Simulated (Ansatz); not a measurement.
**Ir (111), fcc: biaxial strain and the free axis**

A thin film takes the in-plane lattice of its substrate and is free along the normal. How do the free axis and the stress follow the misfit? The strained cell has c along the film normal; unstrained it is a = 2.7087 Å, b = 2.7087 Å, c = 6.6349 Å, α = 90.00°, β = 90.00°, γ = 120.00°, with 3 atoms.

Calculated with Ansatz 0.2.0, PBEsol, PAW files of the set soft_1, cutoff 600 eV, Fermi–Dirac smearing 0.05 eV, k-mesh 18×18×7, no spin polarisation, no spin-orbit coupling.

Relaxed positions at 0 %:

```csv
atom,x,y,z
Ir,0.0000,0.0000,0.0000
Ir,0.3333,0.6667,0.3333
Ir,0.6667,0.3333,0.6667
```

```csv
ε∥ (%),a (Å),c (Å),ε⊥ (%),"σ (GPa, tension positive)"
−3,2.6274,6.7388,1.566,−31.14
−2,2.6545,6.7040,1.042,−19.30
0,2.7087,6.6349,0.000,0.30
1,2.7357,6.6008,−0.513,8.35
2,2.7628,6.5672,−1.020,15.38
3,2.7899,6.5336,−1.526,21.50
```

**Question.** Fit both responses and give the free strain and the stress at −1 %, a row left out above.

Least squares with y = y0 + y1 ε + y2 ε² (ε in %) gives ε⊥ = 0.001 + (−0.5154) ε + (0.0022) ε² and σ = 0.26 + (8.738) ε + (−0.563) ε² GPa. The linear terms put the ratio of free to applied strain at −0.515 and the biaxial modulus at 874 GPa.

At −1 % the free strain comes out as 0.518 %. The run itself gives 0.518 %, so the estimate misses by 0.000 %, a rounding's worth.

The stress comes out as −9.04 GPa. The run itself gives −8.87 GPa, so the estimate misses by 0.17 GPa; the fitted rows themselves lie up to 0.17 GPa off the law.

The negative ε² term means that the crystal stiffens in compression and softens in tension.

[Logs are printed without paths, hosts, clocks, repeated set-up lines and the standing remarks that a program may print on its own settings, such as how far it seeks lower states.]
